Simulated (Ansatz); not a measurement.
# Direct or indirect: CsSnI3 (Pm-3m)

```
CELL_PARAMETERS angstrom
6.20570 0.00000 0.00000
0.00000 6.20570 0.00000
0.00000 0.00000 6.20570
ATOMIC_POSITIONS crystal
Cs 0.00000 0.00000 0.00000
I 0.50000 0.50000 0.00000
I 0.50000 0.00000 0.50000
I 0.00000 0.50000 0.50000
Sn 0.50000 0.50000 0.50000
```

Method: Ansatz, PBE, independent particles, without spin-orbit coupling, line width 0.15 eV (Gaussian). The band structure gives a fundamental gap of 0.31 eV. The spectrum of vertical transitions near the edge:

```
E (eV)  Im ε, E ∥ xyz
  0.00           0.00
  0.12           0.04
  0.24           0.29
  0.36           0.92
  0.48           1.56
  0.60           1.98
  0.72           2.29
  0.84           2.62
  0.96           3.01
  1.08           3.50
  1.20           4.11
  1.32           4.97
  1.44           6.22
  1.56           7.49
  1.68           7.91
```

Task: Is the gap direct or indirect, and about where do vertical transitions set in?

Result: Direct: the band path has its least direct gap at the fundamental one, 0.31 eV, and the curves rise from there. Lines are broadened by 0.15 eV, which spreads the edge.

[Logs are printed without paths, hosts, clocks, repeated set-up lines and the standing remarks that a program may print on its own settings, such as how far it seeks lower states.]
